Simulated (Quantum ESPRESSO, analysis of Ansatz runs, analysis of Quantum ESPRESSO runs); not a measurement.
**Local vibrational mode of the Cu-H pair in ZnO (LDA) (Quantum ESPRESSO)**

Subject: Cu-H pair in ZnO. Wanted: its local vibrational mode, in one set-up (LDA, GBRV 1.5 LDA, 32-site cell, LDA lattice, k: the single point 1/4 1/4 1/4). The model is a cell of 32 host atoms with Cu put on another atom's site and H put in between. The frequencies come from force constants among the defect atom and its neighbours, with the masses of the isotopes named. A local or semilocal functional is the cheapest first rung.

Measured beforehand: O-H stretch, 1H: 3191.8 cm⁻¹, by IR absorption (quoted in “Hydrogen-related defects in hydrothermally grown ZnO studied by Fourier Transform Infrared Spectroscopy”, 2010, Halvard Haug, quoting earlier work (1978)). O-D stretch, 2H: 2379 cm⁻¹, by IR absorption (quoted in “Hydrogen-related defects in hydrothermally grown ZnO studied by Fourier Transform Infrared Spectroscopy”, 2010, Halvard Haug, quoting earlier work (1978)).

Calculated with Quantum ESPRESSO 7.5; Quantum ESPRESSO plane-wave DFT, LDA, GBRV 1.5 LDA potentials; relaxation of all atoms of a defect supercell.

### Step 1. Starting point

The cell holds 33 atoms: 15 Zn, 16 O, 1 Cu and 1 H. Its edges and angles: a = 6.379 Å, b = 6.379 Å, c = 10.313 Å, α = 90.0°, β = 90.0°, γ = 120.0°. It derives from ZnO (space group P6_3mc). Nearest the centre at fractional (0.281, 0.562, 0.481): H33 at 0.60 Å, Cu14 at 1.07 Å, O4 at 1.60 Å, O15 at 2.23 Å, O28 at 2.24 Å, O12 at 2.24 Å, Zn6 at 2.70 Å, Zn22 at 2.70 Å.

The host's primitive cell comes from a first run (Quantum ESPRESSO plane-wave DFT, LDA, GBRV 1.5 LDA potentials; relaxation of cell and atoms of a defect-free cell): vectors of 3.189, 3.189 and 5.156 Å. That is 11.36 Å³ an atom, 4.6 % under the diffraction cell's volume. The supercell is built on it.

### Step 2. Relaxation, charge 0

Every later number rests on the structure around the defect, so the atoms are relaxed at the host's lattice first.

pw.in

```
&CONTROL
  calculation = 'relax'
  prefix = 'pwscf'
  outdir = './tmp'
  pseudo_dir = './pseudo'
  tprnfor = .true.
  disk_io = 'low'
  nstep = 70
  forc_conv_thr = 0.00039
  etot_conv_thr = 0.0001
/
&SYSTEM
  ibrav = 0
  nat = 33
  ntyp = 4
  ecutwfc = 45
  ecutrho = 360
  nbnd = 212
  occupations = 'smearing'
  smearing = 'fd'
  degauss = 0.00073499
  nosym = .true.
/
&ELECTRONS
  conv_thr = 3d-08
  electron_maxstep = 100
  mixing_beta = 0.5
/
&IONS
  ion_dynamics = 'bfgs'
/
ATOMIC_SPECIES
Zn    65.3800 zn_lda_v1.uspp.F.UPF
O     15.9990 o_lda_v1.2.uspp.F.UPF
Cu    63.5460 cu_lda_v1.2.uspp.F.UPF
H      1.0080 h_lda_v1.4.uspp.F.UPF
CELL_PARAMETERS angstrom
   6.3788936946    0.0000000000    0.0000000000
  -3.1894468473    5.5242840431    0.0000000000
   0.0000000000    0.0000000000   10.3127043865
ATOMIC_POSITIONS crystal
Zn     0.1663855462    0.3325835796    0.2482512948
Zn     0.3321841542    0.1633140585    0.0008030658
O      0.3297798666    0.1651949933    0.1890376992
O      0.1441783898    0.2897795727    0.4297824691
Zn     0.1695460891    0.3343094658    0.7512877851
Zn     0.3335493792    0.1695536621    0.5010382243
O      0.3348715427    0.1683717512    0.6876998807
O      0.1642758315    0.3302831261    0.9384602708
Zn     0.1698494615    0.8352107717    0.2492405644
Zn     0.3320225816    0.6664808331    0.0019320261
O      0.3324103204    0.6691701639    0.1897485448
O      0.1636354458    0.8332108498    0.4399753136
Zn     0.1702304472    0.8348534680    0.7498469572
Cu     0.3706056060    0.7457637458    0.5149113009
O      0.3298924524    0.6648290113    0.6899559812
O      0.1671640018    0.8323992312    0.9411334787
Zn     0.6647647601    0.3317056837    0.2485514974
Zn     0.8300184952    0.1643504049   -0.0005170845
O      0.8316868060    0.1678374727    0.1881482229
O      0.6663416459    0.3343623720    0.4375719003
Zn     0.6643512086    0.3298879254    0.7496783312
Zn     0.8352244944    0.1678759389    0.5017933887
O      0.8304858113    0.1648743214    0.6905330410
O      0.6680798412    0.3338535189    0.9375754972
Zn     0.6702188554    0.8345472439    0.2500083619
Zn     0.8341087154    0.6684116593   -0.0015504327
O      0.8324512605    0.6650487263    0.1910916082
O      0.6675595883    0.8368116818    0.4392335008
Zn     0.6653825338    0.8347386592    0.7514454627
Zn     0.8362932213    0.6686497719    0.5012202338
O      0.8337295573    0.6691111523    0.6880211018
O      0.6699887724    0.8338685035    0.9390268101
H      0.2320002960    0.4594248827    0.4630568024
K_POINTS crystal
1
0.25 0.25 0.25 1.0
```

On the command line:

```sh
> OMP_NUM_THREADS=1 mpirun -n 4 pw.x -in pw.in > pw.out
```

The log of the run:

```text
This program is part of the open-source Quantum ESPRESSO suite
     for quantum simulation of materials; please cite
         "P. Giannozzi et al., J. Phys.:Condens. Matter 21 395502 (2009);
         "P. Giannozzi et al., J. Phys.:Condens. Matter 29 465901 (2017);
         "P. Giannozzi et al., J. Chem. Phys. 152 154105 (2020);
          URL
     in publications or presentations arising from this work. More details at

     Subspace diagonalization in iterative solution of the eigenvalue problem:
     one sub-group per band group will be used
     scalapack distributed-memory algorithm (size of sub-group:  2*  2 procs)

     --------------------
     sticks:   dense  smooth     PW     G-vecs:    dense   smooth      PW
     Min         904     449    124                70722    24994    3540
     Max         906     451    125                70724    24997    3545
     Sum        3619    1801    499               282891    99983   14173

     Using Slab Decomposition

     bravais-lattice index     =            0
     lattice parameter (alat)  =      12.0544  a.u.
     unit-cell volume          =    2452.3956 (a.u.)^3
     number of atoms/cell      =           33
     number of atomic types    =            4
     number of electrons       =       416.00
     number of Kohn-Sham states=          212
     kinetic-energy cutoff     =      45.0000  Ry
     charge density cutoff     =     360.0000  Ry
     scf convergence threshold =      3.0E-08
     mixing beta               =       0.5000
     number of iterations used =            8  plain     mixing
     energy convergence thresh.=      1.0E-04
     force convergence thresh. =      3.9E-04
     Exchange-correlation=  SLA  PZ   NOGX NOGC
                           (   1   1   0   0   0   0   0)
     nstep                     =           70

     celldm(1)=  12.054362  celldm(2)=   0.000000  celldm(3)=   0.000000
     celldm(4)=   0.000000  celldm(5)=   0.000000  celldm(6)=   0.000000

     crystal axes: (cart. coord. in units of alat)
               a(1) = (   1.000000   0.000000   0.000000 )
               a(2) = (  -0.500000   0.866025   0.000000 )
               a(3) = (   0.000000   0.000000   1.616692 )

     reciprocal axes: (cart. coord. in units 2 pi/alat)
               b(1) = (  1.000000  0.577350 -0.000000 )
               b(2) = (  0.000000  1.154701  0.000000 )
               b(3) = (  0.000000 -0.000000  0.618547 )

     PseudoPot. # 1 for Zn read from file:
     zn_lda_v1.uspp.F.UPF
     Pseudo is Ultrasoft, Zval = 20.0
     Generated by new atomic code, or converted to UPF format
     Using radial grid of  943 points,  6 beta functions with:
                l(1) =   0
                l(2) =   0
                l(3) =   1
                l(4) =   1
                l(5) =   2
                l(6) =   2
     Q(r) pseudized with  8 coefficients,  rinner =    1.100   1.100   1.100
                                                       1.100   1.100

     PseudoPot. # 2 for O  read from file:
     o_lda_v1.2.uspp.F.UPF
     Pseudo is Ultrasoft + core correction, Zval =  6.0
     Generated by new atomic code, or converted to UPF format
     Using radial grid of  737 points,  5 beta functions with:
                l(1) =   0
                l(2) =   0
                l(3) =   1
                l(4) =   1
                l(5) =   2
     Q(r) pseudized with  8 coefficients,  rinner =    0.900   0.900   0.900
                                                       0.900   0.900

     PseudoPot. # 3 for Cu read from file:
     cu_lda_v1.2.uspp.F.UPF
     Pseudo is Ultrasoft + core correction, Zval = 19.0
     Generated by new atomic code, or converted to UPF format
     Using radial grid of  867 points,  6 beta functions with:
                l(1) =   0
                l(2) =   0
                l(3) =   1
                l(4) =   1
                l(5) =   2
                l(6) =   2
     Q(r) pseudized with  8 coefficients,  rinner =    1.150   1.150   1.150
                                                       1.150   1.150

     PseudoPot. # 4 for H  read from file:
     h_lda_v1.4.uspp.F.UPF
     Pseudo is Ultrasoft, Zval =  1.0
     Generated by new atomic code, or converted to UPF format
     Using radial grid of  615 points,  2 beta functions with:
                l(1) =   0
                l(2) =   0
     Q(r) pseudized with  8 coefficients,  rinner =    0.700

     atomic species   valence    mass     pseudopotential
     Zn               20.00    65.38000     Zn( 1.00)
     O                 6.00    15.99900     O ( 1.00)
     Cu               19.00    63.54600     Cu( 1.00)
     H                 1.00     1.00800     H ( 1.00)

     No symmetry found

   Cartesian axes

     site n.     atom                  positions (alat units)
         1        Zn     tau(   1) = (   0.0000938   0.2880258   0.4013458  )
         2        Zn     tau(   2) = (   0.2505271   0.1414341   0.0012983  )
         3        O      tau(   3) = (   0.2471824   0.1430631   0.3056157  )
         4        O      tau(   4) = (  -0.0007114   0.2509565   0.6948257  )
         5        Zn     tau(   5) = (   0.0023914   0.2895205   1.2146007  )
         6        Zn     tau(   6) = (   0.2487725   0.1468378   0.8100243  )
         7        O      tau(   7) = (   0.2506857   0.1458142   1.1117987  )
         8        O      tau(   8) = (  -0.0008657   0.2860336   1.5172009  )
         9        Zn     tau(   9) = (  -0.2477559   0.7233138   0.4029451  )
        10        Zn     tau(  10) = (  -0.0012178   0.5771893   0.0031235  )
        11        O      tau(  11) = (  -0.0021748   0.5795184   0.3067649  )
        12        O      tau(  12) = (  -0.2529700   0.7215818   0.7113044  )
        13        Zn     tau(  13) = (  -0.2471963   0.7230043   1.2122713  )
        14        Cu     tau(  14) = (  -0.0022763   0.6458504   0.8324528  )
        15        O      tau(  15) = (  -0.0025221   0.5757588   1.1154461  )
        16        O      tau(  16) = (  -0.2490356   0.7208789   1.5215227  )
        17        Zn     tau(  17) = (   0.4989119   0.2872656   0.4018311  )
        18        Zn     tau(  18) = (   0.7478433   0.1423316  -0.0008360  )
        19        O      tau(  19) = (   0.7477681   0.1453515   0.3041777  )
        20        O      tau(  20) = (   0.4991605   0.2895663   0.7074189  )
        21        Zn     tau(  21) = (   0.4994072   0.2856913   1.2119987  )
        22        Zn     tau(  22) = (   0.7512865   0.1453848   0.8112452  )
        23        O      tau(  23) = (   0.7480487   0.1427854   1.1163790  )
[...]
atom    6 type  1   force =     0.00003081    0.00004572   -0.00018324
     atom    7 type  2   force =     0.00003369    0.00002511   -0.00009873
     atom    8 type  2   force =    -0.00024628    0.00028424   -0.00000044
     atom    9 type  1   force =    -0.00005152   -0.00000933   -0.00004241
     atom   10 type  1   force =     0.00005148    0.00018628    0.00005738
     atom   11 type  2   force =     0.00011917    0.00001490    0.00007638
     atom   12 type  2   force =    -0.00034634    0.00003931   -0.00023609
     atom   13 type  1   force =    -0.00003299   -0.00009886   -0.00018279
     atom   14 type  3   force =     0.00029635    0.00021455    0.00026265
     atom   15 type  2   force =    -0.00002282   -0.00022826    0.00009089
     atom   16 type  2   force =    -0.00008201   -0.00008416   -0.00009693
[...]
Total force =     0.001617     Total SCF correction =     0.000039
     Energy error            =      6.6E-06 Ry
     Gradient error          =      4.7E-04 Ry/Bohr

     number of scf cycles    =  40
     number of bfgs steps    =  39

     energy             old  =   -7841.0143625907 Ry
     energy             new  =   -7841.0143691818 Ry

     CASE: energy            _new < energy            _old

     new trust radius        =       0.0024563479 bohr
     new conv_thr            =       0.0000000003 Ry

ATOMIC_POSITIONS (crystal)
Zn               0.1583401553        0.3237692880        0.2365066412
Zn               0.3335613270        0.1619372559        0.0003199914
O                0.3300714685        0.1579484725        0.1894015862
O                0.1575170668        0.3060832020        0.4303441442
Zn               0.1608640994        0.3342376664        0.7510525695
Zn               0.3386765927        0.1494281540        0.4998933915
O                0.3272469256        0.1701038099        0.6884334956
O                0.1640714832        0.3272153256        0.9409891955
Zn               0.1626604148        0.8253116364        0.2533875159
Zn               0.3289724550        0.6625080898       -0.0038459406
O                0.3262293709        0.6587077162        0.1862333311
O                0.1714854677        0.8224742136        0.4403687505
Zn               0.1509535444        0.8404684094        0.7527527021
Cu               0.4320056006        0.7667306486        0.5371284930
O                0.3149512897        0.6683231779        0.7046201121
O                0.1617703519        0.8311547374        0.9411991286
[...]
NEW-OLD atomic charge density approx. for the potential

     Check: negative core charge=   -0.000002

     Self-consistent Calculation

     iteration #  1     ecut=    45.00 Ry     beta= 0.50
     Davidson diagonalization with overlap
     ethr =  1.00E-06,  avg # of iterations =  4.0

     Threshold (ethr) on eigenvalues was too large:
     Diagonalizing with lowered threshold

     Davidson diagonalization with overlap
     ethr =  7.52E-10,  avg # of iterations =  5.0

     total energy              =   -7841.01437271 Ry
     estimated scf accuracy    <       0.00000467 Ry

     iteration #  2     ecut=    45.00 Ry     beta= 0.50
     Davidson diagonalization with overlap
     ethr =  1.12E-09,  avg # of iterations =  5.0

     total energy              =   -7841.01437289 Ry
     estimated scf accuracy    <       0.00000254 Ry

     iteration #  3     ecut=    45.00 Ry     beta= 0.50
     Davidson diagonalization with overlap
     ethr =  6.11E-10,  avg # of iterations =  6.0

     total energy              =   -7841.01437326 Ry
     estimated scf accuracy    <       0.00000211 Ry

     iteration #  4     ecut=    45.00 Ry     beta= 0.50
     Davidson diagonalization with overlap
     ethr =  5.08E-10,  avg # of iterations =  5.0

     total energy              =   -7841.01437354 Ry
     estimated scf accuracy    <       0.00000013 Ry

     iteration #  5     ecut=    45.00 Ry     beta= 0.50
     Davidson diagonalization with overlap
     ethr =  3.03E-11,  avg # of iterations =  4.0

     total energy              =   -7841.01437357 Ry
     estimated scf accuracy    <       0.00000001 Ry

     iteration #  6     ecut=    45.00 Ry     beta= 0.50
     Davidson diagonalization with overlap
     ethr =  3.26E-12,  avg # of iterations =  3.0

     total energy              =   -7841.01437357 Ry
     estimated scf accuracy    <          1.5E-09 Ry

     iteration #  7     ecut=    45.00 Ry     beta= 0.50
     Davidson diagonalization with overlap
     ethr =  3.63E-13,  avg # of iterations =  3.0

     End of self-consistent calculation

          k = 0.2500 0.4330 0.1546 ( 12509 PWs)   bands (ev):

  -113.7782-113.6321-113.6111-113.5662-113.5271-113.4854-113.4767-113.4683
  -113.4622-113.4508-113.4500-113.4481-113.3646-113.3462-113.3446-100.2281
[...]
4.6827   4.6957   4.7123   4.7306   4.7461   4.7709   4.7939   4.8220
     4.8450   4.8783   4.9584   4.9958   5.1467   5.1867   5.2379   5.2645
     5.3268   5.3894   5.4990   5.5498   5.7442   5.8069   5.9418   6.0383
     6.0825   6.1615   6.1815   6.3842   6.5112   6.5912   6.6453   6.8165
     6.8491   6.9042   6.9666   7.0205   7.0559   7.0845   7.1912   7.2129
     7.2711   7.2961   7.4170   7.5124   7.5598   7.6445   7.7469   7.8213
     7.8585   7.9084   8.0428   8.0769   8.0984   8.1975   8.2115   8.2630
     8.3317   8.5086   8.6049   8.7366   8.9744   9.2537   9.7982  10.1185
    12.1969  13.1505  13.5107  13.6304

     the Fermi energy is    11.7366 ev

!    total energy              =   -7841.01437357 Ry
     estimated scf accuracy    <          2.2E-10 Ry
     smearing contrib. (-TS)   =       0.00000000 Ry
     internal energy E=F+TS    =   -7841.01437357 Ry

     The total energy is F=E-TS. E is the sum of the following terms:
     one-electron contribution =   -6314.75407293 Ry
     hartree contribution      =    3335.75267586 Ry
     xc contribution           =    -779.13810119 Ry
     ewald contribution        =   -4082.87487531 Ry

     convergence has been achieved in   7 iterations

     Forces acting on atoms (cartesian axes, Ry/au):

[...]
atom   26 type  1   force =    -0.00022872    0.00007563    0.00006506
     atom   27 type  2   force =    -0.00016364    0.00001941    0.00030811
     atom   28 type  2   force =    -0.00003647   -0.00022182   -0.00004181
     atom   29 type  1   force =     0.00014180   -0.00002375   -0.00017500
     atom   30 type  1   force =     0.00000118    0.00007286   -0.00007277
     atom   31 type  2   force =    -0.00001221   -0.00005092   -0.00017879
     atom   32 type  2   force =     0.00002655   -0.00010150   -0.00028967
     atom   33 type  4   force =     0.00020494   -0.00022813   -0.00001119

     Total force =     0.001411     Total SCF correction =     0.000072
     Energy error            =      4.4E-06 Ry
     Gradient error          =      3.8E-04 Ry/Bohr

     bfgs converged in  41 scf cycles and  40 bfgs steps
     (criteria: energy <  1.0E-04 Ry, force <  3.9E-04 Ry/Bohr)

     End of BFGS Geometry Optimization

     Final energy             =   -7841.0143735674 Ry

     File ./tmp/pwscf.bfgs deleted, as requested
Begin final coordinates

ATOMIC_POSITIONS (crystal)
[...]
Zn               0.8305229585        0.6618339398        0.0006652733
O                0.8313150855        0.6637969234        0.1890048588
O                0.6934183596        0.8471422513        0.4287949303
Zn               0.6586545354        0.8355847980        0.7517638196
Zn               0.8425167563        0.6691685589        0.4991299387
O                0.8236396703        0.6688873353        0.6891288733
O                0.6639340527        0.8294319825        0.9406102365
H                0.2547664934        0.4847517524        0.4555456819
End final coordinates

=------------------------------------------------------------------------------=
   JOB DONE.
=------------------------------------------------------------------------------=
```

It took 21 min on 4 MPI ranks of AMD EPYC 7R13 (Zen 3), shared host; peak memory 1.6 GiB; 84 min of CPU time.

The steps of the relaxation (22 of 41):

| step | energy less that of the first step (eV) |
| --- | --- |
| 0 | 0.0000 |
| 2 | -0.5096 |
| 4 | -0.5619 |
| 6 | -0.5924 |
| 8 | -0.6054 |
| 10 | -0.6144 |
| 11 | -0.6187 |
| 13 | -0.6245 |
| 15 | -0.6278 |
| 17 | -0.6312 |
| 19 | -0.6361 |
| 21 | -0.6429 |
| 23 | -0.6487 |
| 25 | -0.6533 |
| 27 | -0.6583 |
| 29 | -0.6604 |
| 30 | -0.6611 |
| 32 | -0.6626 |
| 34 | -0.6632 |
| 36 | -0.6634 |
| 38 | -0.6636 |
| 40 | -0.6638 |

The atoms that moved most (Å):

| atom | dx | dy | dz | length |
| --- | --- | --- | --- | --- |
| Cu14 | 0.325 | 0.116 | 0.229 | 0.414 |
| O15 | -0.106 | 0.019 | 0.151 | 0.186 |
| O28 | 0.132 | 0.057 | -0.108 | 0.180 |
| H33 | 0.064 | 0.140 | -0.077 | 0.172 |
| Zn6 | 0.097 | -0.111 | -0.012 | 0.148 |
| Zn13 | -0.141 | 0.031 | 0.030 | 0.147 |
| Zn1 | -0.023 | -0.049 | -0.121 | 0.133 |
| O12 | 0.084 | -0.059 | 0.004 | 0.103 |

The relaxed structure:

```
CELL_PARAMETERS angstrom
6.37889 0.00000 0.00000
-3.18945 5.52428 0.00000
0.00000 0.00000 10.31270
ATOMIC_POSITIONS crystal
Zn 0.15834 0.32377 0.23651
Zn 0.33356 0.16194 0.00032
O 0.33007 0.15795 0.18940
O 0.15752 0.30608 0.43034
Zn 0.16086 0.33424 0.75105
Zn 0.33868 0.14943 0.49989
O 0.32725 0.17010 0.68843
O 0.16407 0.32722 0.94099
Zn 0.16266 0.82531 0.25339
Zn 0.32897 0.66251 0.99615
O 0.32623 0.65871 0.18623
O 0.17149 0.82247 0.44037
Zn 0.15095 0.84047 0.75275
Cu 0.43201 0.76673 0.53713
O 0.31495 0.66832 0.70462
O 0.16177 0.83115 0.94120
Zn 0.66220 0.33262 0.24902
Zn 0.82971 0.16316 0.99666
O 0.82472 0.16323 0.18592
O 0.66854 0.33672 0.43879
Zn 0.65963 0.33779 0.74896
Zn 0.82879 0.16864 0.50236
O 0.82956 0.17131 0.69164
O 0.66364 0.33121 0.93798
Zn 0.65834 0.82899 0.24321
Zn 0.83052 0.66183 0.00067
O 0.83132 0.66380 0.18900
O 0.69342 0.84714 0.42879
Zn 0.65865 0.83558 0.75176
Zn 0.84252 0.66917 0.49913
O 0.82364 0.66889 0.68913
O 0.66393 0.82943 0.94061
H 0.25477 0.48475 0.45555
```

The atoms nearest to the centre after the run:

| atom | distance (Å) |
| --- | --- |
| H33 | 0.510 |
| Cu14 | 1.305 |
| O4 | 1.510 |
| O12 | 2.140 |
| O15 | 2.380 |
| O28 | 2.394 |
| Zn22 | 2.727 |
| Zn6 | 2.842 |
| Zn1 | 2.847 |

Neighbours of the added atoms: H33: O4 1.02, Cu14 1.79, Zn1 2.43 Å.

(Continued in part 2 of 2.)

[Logs are printed without paths, hosts, clocks, repeated set-up lines and the standing remarks that a program may print on its own settings, such as how far it seeks lower states.]

[Hosts, paths, dates, database ids (printed as entryN), source tags and the programs' standing remarks are cut or masked in the printed files.]

[For some hosts the program warned that the k-mesh of the response run may be too coarse for force constants and the static dielectric constant; such warnings are not shown here.]
